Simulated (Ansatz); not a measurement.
# KIrO3 (cubic perovskite) (Pm-3m): how robust is the cRPA U?

What does U in KIrO3 (cubic perovskite) (Pm-3m) depend on besides the window?

Calculated with Ansatz 0.2.0; constrained RPA on LDA, plane waves, PAW.

The structure was built from a prototype and need not be the compound's stable phase.

## (1) Starting point

Symmetry: Pm-3m, No. 221, cubic system. The conventional cell has a = 3.853 Å, b = 3.853 Å, c = 3.853 Å, α = 90.00°, β = 90.00°, γ = 90.00°. Nearest to K lie 12 O at 2.72 Å. Nearest to Ir lie 6 O at 1.93 Å. O has 2 Ir at 1.93 Å and 4 K at 2.72 Å nearest. Farther neighbours and most contacts between anions are not listed.

Coordinates:

```cif
data_structure
_symmetry_space_group_name_H-M 'Pm-3m'
_symmetry_Int_Tables_number 221
_cell_length_a 3.8529
_cell_length_b 3.8529
_cell_length_c 3.8529
_cell_angle_alpha 90.000
_cell_angle_beta 90.000
_cell_angle_gamma 90.000
_cell_volume 57.20
loop_
_atom_site_label
_atom_site_type_symbol
_atom_site_symmetry_multiplicity
_atom_site_Wyckoff_symbol
_atom_site_fract_x
_atom_site_fract_y
_atom_site_fract_z
_atom_site_occupancy
K1 K 1 a 0.00000 0.00000 0.00000 1
Ir1 Ir 1 b 0.50000 0.50000 0.50000 1
O1 O 3 c 0.00000 0.50000 0.50000 1
```

The structure was relaxed with LDA. The structure type comes from a generator and need not be one that this composition takes. The structure was generated from a model, not taken from a measurement. The runs that relaxed it are not among those shown. The program's search for lower electronic states was switched off, so nothing shows that the state found is the lowest. Spin-orbit coupling is left out unless a step names it. The default PAW set here is soft_2. Its files were made with PBE.

## (2) Base: Ir d + anion p, bands v11 to c3, 4×4×4 mesh, medium accuracy

Constrained RPA screens the interaction with every transition except those inside the target bands, which a later many-body model would treat itself.

File input.yaml:

```yaml
crystal:
  lattice:
    - [0.0, -3.85291863, 0.0]
    - [0.0, 0.0, 3.85291863]
    - [-3.85291863, 0.0, 0.0]
  atoms:
    - { symbol: K, position: [0.0, 0.0, 0.0] }
    - { symbol: Ir, position: [0.5, 0.5, 0.5] }
    - { symbol: O, position: [0.5, 0.5, 0.0] }
    - { symbol: O, position: [0.5, 0.0, 0.5] }
    - { symbol: O, position: [0.0, 0.5, 0.5] }
kpoints:
  mp_grid: { grid: [8, 8, 8] }
hamiltonian:
  xc: lda
scf:
  occupations: { method: gaussian, width: 0.08 }
  n_extra_bands: 19
  max_iter: 150
  lower_state_search: "off"
output:
  crpa:
    kmesh: [4, 4, 4]
    target_bands: [v11, c3]
    projections: [{ species: Ir, l: d, shell: 5 }, { species: O, l: p, shell: 2 }]
  local_orbitals:
    kmesh: [8, 8, 8]
    orbitals: [{ species: Ir, l: d, shell: 5 }, { species: O, l: p, shell: 2 }]
    window: { bands: [v11, c3] }
    seedname: lo
```

The run is started by

```console
> ansatz run input.yaml --threads 4 --pin off --max-ram 9216MiB --backend cpu --events-out ev --progress --plain --runs-dir out
```

Numbers of over 12 decimals in the logs are rounded to 6 here.

Log:

```text
scf.n_extra_bands = 19 over 22 filled bands (N_el = 44.0): the run solves 41 bands
Engine: ansatz 0.2.0, aarch64-unknown-linux-gnu
Pseudopotentials: kind: paw
Pseudopotential: K, paw, valence charge 9, recommended cutoff 420 eV (normal), K.paw.azcp
Pseudopotential: Ir, paw, valence charge 17, recommended cutoff 420 eV (normal), Ir.paw.azcp
Pseudopotential: O, paw, valence charge 6, recommended cutoff 420 eV (normal), O.paw.azcp
Functional definition: SPW92
  exchange = slater_x
  correlation = pw_c
Crystal: 5 atoms, lattice volume = 57.197 Å³
Basis set: ecut = 420 eV, 1141 PW (Γ)
Bands: 41, of which v1, the nominal top of the filled ones, is band 22 counted from 1 (21 counted from 0)
Symmetry: 48 space group operations
Space group: Pm-3m (ITA 221), of the structure as read, at distance tolerance 3.9e-5 Å
k-points: 35 of 512
Non-local potential: K, projectors of the file, l = 0: 3, l = 1: 2, l = 2: 2
Non-local potential: Ir, projectors of the file, l = 0: 3, l = 1: 2, l = 2: 2, l = 3: 1
Non-local potential: O, projectors of the file, l = 0: 2, l = 1: 2, l = 2: 1
PAW form: soft (Blöchl's): semilocal exchange-correlation on the pseudo side does not see the compensation charge
PAW frozen core: K, regenerated for the run's functional, and the local potential with it (the file was generated under x = pbe(κ = 0.804, μ = 0.219515), c = pbe(β = 0.066725))
PAW frozen core: Ir, regenerated for the run's functional, and the local potential with it (the file was generated under x = pbe(κ = 0.804, μ = 0.219515), c = pbe(β = 0.066725))
PAW frozen core: O, regenerated for the run's functional, and the local potential with it (the file was generated under x = pbe(κ = 0.804, μ = 0.219515), c = pbe(β = 0.066725))
PAW one-centre angular grid: K, 110 points (default); XC on 64 Gauss nodes
PAW one-centre angular grid: Ir, 590 points (default); XC on 64 Gauss nodes
PAW one-centre angular grid: O, 110 points (default); XC on 64 Gauss nodes
Initial density: superposition of atomic densities (neutral atoms: chi_scale 0, normalization atom), corrected by the library's trained network
Initial wavefunctions: pseudopotential atomic-orbital guess
Functional: x = slater, c = lda
SCF iter   1: F=—  HF=-14823.051870 eV  |F-HF|=—  |Δ(HF+E_count)|=         —  Δρ=1.74e-2  dr2=1.31e-1  ethr=1.77e-3  ⟨swp⟩=5.2  Hψ=6194  notcnv=0  defer=290
preconditioner: auto → LDOS  [metal: Δε(μ)=0.062 eV  Ē_g=21.323 eV  σ=0.080 eV  W_gap=0.40  n_scr=18 (ndim 8)  ℏωp=29.5 eV  f_vac=0.014  D(μ)=3.07/eV (n_scr^D=26)  β→1.0]
SCF iter   2: F=—  HF=-14823.019895 eV  |F-HF|=—  |Δ(HF+E_count)|=   3.20e-2  Δρ=6.79e-3  dr2=1.55e-2  ethr=2.98e-4  ⟨swp⟩=2.9  Hψ=2579  notcnv=0  defer=350
[...]
Fermi energy:    11.647913 eV
--- Per-component energies (eV) ---
  E_band       = -325.704270
  E_kinetic    = 1398.824521
  E_local      = -3200.629630  (includes V_loc(G=0)·N_el)
  E_nonlocal   = 245.449642
  E_hartree    = 1174.643596
  E_xc         = -615.197838
  E_vxc        = -740.918362  (∫ρ·V_xc dr)
  E_paw        = -10136.644141  (= ΣΔE_a)
  E_vpaw       = -377.722861  (= ΣTr[D̂ρ^β])
  E_aug_tail   = 0.007621  (compensation charges beyond the density's cutoff)
  E_ewald      = -3690.417435
  E_core_change = 0.959867  (= ΣΔE_core)
  E_smearing   = -0.011077  (= −TS)
  E_closure    = -0.000000  (closes the sum)
  Σ components = -14823.014874   (vs F -14823.014874, Δ=0.00e0)
--- Band table (eV; the first three rows and the last of 35) ---
  k-point 0: bands = [... 18 lower, 8.7979, 8.7979, 9.1159, 9.1159, 9.1159, 11.3517, 11.3517, 17.1453, ... 15 higher]
  k-point 1: bands = [... 18 lower, 8.7117, 8.9461, 8.9461, 9.6152, 9.6152, 11.3535, 12.3521, 17.4970, ... 15 higher]
  k-point 2: bands = [... 18 lower, 8.5125, 8.8878, 8.8878, 10.6231, 10.6231, 11.3576, 13.6776, 18.4424, ... 15 higher]
  k-point 34: bands = [... 18 lower, 10.0111, 10.0111, 12.4980, 12.4980, 12.4980, 18.3379, 18.3379, 19.1263, ... 15 higher]
--- cRPA (band scheme, projected local orbitals): target bands 12..25 (1-based), 14 Wannier function(s), 4×4×4 mesh, 50 bands' worth read of 55 solved, ecut_chi 136.0 eV, v(q+G=0) probe_charge, pair densities all_electron ---
  bands read: the sum over 50 bands ends inside a degenerate multiplet in 9 slots, whose members it reads at an even weight; the widest, k=10: bands 50 to 51 (counted from 1) at 1/2 each
  χ-basis size per q: N_G = 196..216
  window electrons = 22.0000, filled by tetrahedron_uncorrected; constrained ε̄⁻¹(q = 0, 0) head = 0.411392; min gauge Gram eig = 0.6561
  Kanamori averages over each shell's own Wannier functions (sites counted from 0, functions from 1):
  Each shell's averages of U are screened by what lies outside the whole window alone: parameters of one model of all the shells.
    Site 1, 5D, 5 of 5 d orbitals (Wannier functions 1, 2, 3, 4, 5; wannier90's mr 1, 2, 3, 4, 5):
      screened: U = 8.1274 eV, U' = 7.1031 eV, J = 0.5051 eV
      screened, to within: U = 1.2e-2 eV, U' = 1.2e-2 eV, J = 8.2e-4 eV
      bare: V = 16.2289 eV, V' = 14.9052 eV, J = 0.6530 eV
    Site 2, 2P, 3 of 3 p orbitals (Wannier functions 6, 7, 8; wannier90's mr 1, 2, 3):
      screened: U = 8.4165 eV, U' = 6.9424 eV, J = 0.7410 eV
      screened, to within: U = 1.5e-2 eV, U' = 1.5e-2 eV, J = 1.2e-3 eV
      bare: V = 19.4255 eV, V' = 17.5626 eV, J = 0.9358 eV
    Site 3, 2P, 3 of 3 p orbitals (Wannier functions 9, 10, 11; wannier90's mr 1, 2, 3):
      screened: U = 8.4165 eV, U' = 6.9424 eV, J = 0.7410 eV
      screened, to within: U = 1.5e-2 eV, U' = 1.5e-2 eV, J = 1.2e-3 eV
      bare: V = 19.4255 eV, V' = 17.5626 eV, J = 0.9358 eV
    Site 4, 2P, 3 of 3 p orbitals (Wannier functions 12, 13, 14; wannier90's mr 1, 2, 3):
      screened: U = 8.4165 eV, U' = 6.9424 eV, J = 0.7410 eV
      screened, to within: U = 1.5e-2 eV, U' = 1.5e-2 eV, J = 1.2e-3 eV
      bare: V = 19.4255 eV, V' = 17.5626 eV, J = 0.9358 eV
  Hermiticity witness max|P − P†| over intra, direct and exchange elements: 7.11e-15 eV (screened), 1.78e-15 eV (bare)
  Reality witness max|Im| over intra, direct and exchange elements: 3.12e-8 eV (screened), 2.61e-9 eV (bare)
[key lines of the parts left out:]
SCF converged after 7 iterations
Free energy (F): -14823.014874 eV
```

Wall time 2.4 min (4 threads of Arm Neoverse V2, shared host); peak memory 0.66 GiB.

In the SCF lines HF is the Harris–Foulkes energy and dr2 the Hartree energy of the density residual, in eV; the loop may stop once dr2 is under the threshold and the program's other checks hold. Hψ counts applications of the Hamiltonian.

Numbers from this step:

```yaml
u: 8.127 eV
u_prime_inter_orbital: 7.103 eV
j: 0.5051 eV
bare_v: 16.23 eV
bare_j: 0.6530 eV
stated_bound_on_u: 0.01168 eV
u_over_bare_v: 0.5008
electrons_in_the_window: 22.00
head_of_the_constrained_inverse_dielectric_matrix: 0.4114
least_eigenvalue_of_the_projection_s_overlap: 0.6561
target_functions: 14
bands_in_the_sums: 50
r_m_s_miss_of_the_model_bands: 4.64e-4 eV
width_of_the_target_bands: 16.16 eV
weight_of_the_projected_orbitals_in_the_window: 0.9393
```

On the Ir d shell, screening brings the on-site interaction from 16.2 eV down to U = 8.13 eV.

## (3) Changed: 2×2×2 mesh

input.yaml, the sections that differ from step 2:

```yaml
output:
  crpa:
    kmesh: [2, 2, 2]
    target_bands: [v11, c3]
    projections: [{ species: Ir, l: d, shell: 5 }, { species: O, l: p, shell: 2 }]
# crystal, kpoints, hamiltonian, scf: as in step 2
```

Log:

```text
[...]
Crystal: 5 atoms, lattice volume = 57.197 Å³
Basis set: ecut = 420 eV, 1141 PW (Γ)
Bands: 41, of which v1, the nominal top of the filled ones, is band 22 counted from 1 (21 counted from 0)
Symmetry: 48 space group operations
[...]
k-points: 35 of 512
[...]
SCF iter   1: F=—  HF=-14823.051870 eV  |F-HF|=—  |Δ(HF+E_count)|=         —  Δρ=1.74e-2  dr2=1.31e-1  ethr=1.77e-3  ⟨swp⟩=5.2  Hψ=6194  notcnv=0  defer=290
[...]
SCF iter   7: F=-14823.014874 eV  HF=-14823.014874 eV  |F-HF|=5.71e-8  |Δ(HF+E_count)|=   2.95e-6  Δρ=1.39e-5  dr2=8.34e-8  ethr=2.27e-10  ⟨swp⟩=8.9  Hψ=7348  notcnv=0
SCF 1 converged in 7 iterations: F = -14823.014874 eV  dr2 = 8.34e-8
[...]
NSCF: frozen V_eff on 4 k-points
[...]
cRPA screening: q 1/8
cRPA screening: q 2/8
cRPA screening: q 5/8 (q-point 4)
cRPA screening: q 8/8
SCF converged after 7 iterations
Free energy (F): -14823.014874 eV
[...]
χ-basis size per q: N_G = 196..216
[...]
screened: U = 8.1454 eV, U' = 7.1158 eV, J = 0.5090 eV
      screened, to within: U = 1.2e-2 eV, U' = 1.2e-2 eV, J = 8.2e-4 eV
      bare: V = 16.3972 eV, V' = 15.0681 eV, J = 0.6570 eV
    Site 2, 2P, 3 of 3 p orbitals (Wannier functions 6, 7, 8; wannier90's mr 1, 2, 3):
      screened: U = 8.3892 eV, U' = 6.9032 eV, J = 0.7446 eV
      screened, to within: U = 1.4e-2 eV, U' = 1.4e-2 eV, J = 1.2e-3 eV
      bare: V = 19.6134 eV, V' = 17.7380 eV, J = 0.9389 eV
    Site 3, 2P, 3 of 3 p orbitals (Wannier functions 9, 10, 11; wannier90's mr 1, 2, 3):
      screened: U = 8.3892 eV, U' = 6.9032 eV, J = 0.7446 eV
      screened, to within: U = 1.4e-2 eV, U' = 1.4e-2 eV, J = 1.2e-3 eV
      bare: V = 19.6134 eV, V' = 17.7380 eV, J = 0.9389 eV
    Site 4, 2P, 3 of 3 p orbitals (Wannier functions 12, 13, 14; wannier90's mr 1, 2, 3):
      screened: U = 8.3892 eV, U' = 6.9032 eV, J = 0.7446 eV
      screened, to within: U = 1.4e-2 eV, U' = 1.4e-2 eV, J = 1.2e-3 eV
      bare: V = 19.6134 eV, V' = 17.7380 eV, J = 0.9389 eV
[...]
[key lines of the parts left out:]
Fermi energy:    11.647913 eV
```

It took 13 s on 4 threads; peak memory 0.58 GiB.

Numbers from this step:

```yaml
u: 8.145 eV
u_prime_inter_orbital: 7.116 eV
j: 0.5090 eV
bare_v: 16.40 eV
bare_j: 0.6570 eV
stated_bound_on_u: 0.01127 eV
u_over_bare_v: 0.4968
electrons_in_the_window: 22.00
head_of_the_constrained_inverse_dielectric_matrix: 0.3840
least_eigenvalue_of_the_projection_s_overlap: 0.6561
target_functions: 14
bands_in_the_sums: 50
width_of_the_target_bands: 16.16 eV
weight_of_the_projected_orbitals_in_the_window: 0.9393
```

On the Ir d shell, screening brings the on-site interaction from 16.4 eV down to U = 8.15 eV.

## (4) Changed: sums over states on smooth products

Changes to input.yaml since step 3:

```diff
@@ -22,4 +22,8 @@
   crpa:
-    kmesh: [2, 2, 2]
+    kmesh: [4, 4, 4]
     target_bands: [v11, c3]
     projections: [{ species: Ir, l: d, shell: 5 }, { species: O, l: p, shell: 2 }]
+    accuracy: sum_over_states
+    pair_densities: pseudo
+    n_empty_bands: 44
+    ecut_chi: 136
```

Log:

```text
[...]
Crystal: 5 atoms, lattice volume = 57.197 Å³
Basis set: ecut = 420 eV, 1141 PW (Γ)
Bands: 41, of which v1, the nominal top of the filled ones, is band 22 counted from 1 (21 counted from 0)
Symmetry: 48 space group operations
[...]
k-points: 35 of 512
[...]
screened: U = 8.7719 eV, U' = 7.0317 eV, J = 0.8760 eV
      bare: V = 19.4255 eV, V' = 17.5626 eV, J = 0.9358 eV
    Site 3, 2P, 3 of 3 p orbitals (Wannier functions 9, 10, 11; wannier90's mr 1, 2, 3):
      screened: U = 8.7719 eV, U' = 7.0317 eV, J = 0.8760 eV
      bare: V = 19.4255 eV, V' = 17.5626 eV, J = 0.9358 eV
    Site 4, 2P, 3 of 3 p orbitals (Wannier functions 12, 13, 14; wannier90's mr 1, 2, 3):
      screened: U = 8.7719 eV, U' = 7.0317 eV, J = 0.8760 eV
      bare: V = 19.4255 eV, V' = 17.5626 eV, J = 0.9358 eV
[...]
[key lines of the parts left out:]
SCF converged after 7 iterations
Free energy (F): -14823.014874 eV
Fermi energy:    11.647913 eV
```

Wall time 7.9 s (4 threads); peak memory 0.52 GiB; 29 s of CPU time.

This variant gives U = 8.48 eV against 8.13 eV. It is a finite sum over empty states with no bound on its error and stays out of the table below.

## (5) Changed: sums over states

Changes to input.yaml since step 4:

```diff
@@ -26,3 +26,2 @@
     accuracy: sum_over_states
-    pair_densities: pseudo
     n_empty_bands: 44
```

Log:

```text
[...]
Crystal: 5 atoms, lattice volume = 57.197 Å³
Basis set: ecut = 420 eV, 1141 PW (Γ)
Bands: 41, of which v1, the nominal top of the filled ones, is band 22 counted from 1 (21 counted from 0)
Symmetry: 48 space group operations
[...]
k-points: 35 of 512
[...]
screened: U = 8.6430 eV, U' = 7.0115 eV, J = 0.8193 eV
      bare: V = 19.4255 eV, V' = 17.5626 eV, J = 0.9358 eV
    Site 3, 2P, 3 of 3 p orbitals (Wannier functions 9, 10, 11; wannier90's mr 1, 2, 3):
      screened: U = 8.6430 eV, U' = 7.0115 eV, J = 0.8193 eV
      bare: V = 19.4255 eV, V' = 17.5626 eV, J = 0.9358 eV
    Site 4, 2P, 3 of 3 p orbitals (Wannier functions 12, 13, 14; wannier90's mr 1, 2, 3):
      screened: U = 8.6430 eV, U' = 7.0115 eV, J = 0.8193 eV
      bare: V = 19.4255 eV, V' = 17.5626 eV, J = 0.9358 eV
[...]
[key lines of the parts left out:]
SCF converged after 7 iterations
Free energy (F): -14823.014874 eV
Fermi energy:    11.647913 eV
```

Run time: 17 s. Hardware: 4 threads; peak memory 0.63 GiB.

This variant gives U = 8.36 eV against 8.13 eV. It is a finite sum over empty states with no bound on its error and stays out of the table below.

(Part 1 of 2 ends here.)

[Paths, hosts, dates, memory and timing lines, banners, echoed tables and standing remarks are left out of the program output.]

[Logs are printed without paths, hosts, clocks, repeated set-up lines and the standing remarks that a program may print on its own settings, such as how far it seeks lower states.]

[Runs of the session that timed out or met a known fault of the program may be left out.]

[Hosts, paths, dates, database ids (printed as entryN), source tags and the programs' standing remarks are cut or masked in the printed files.]
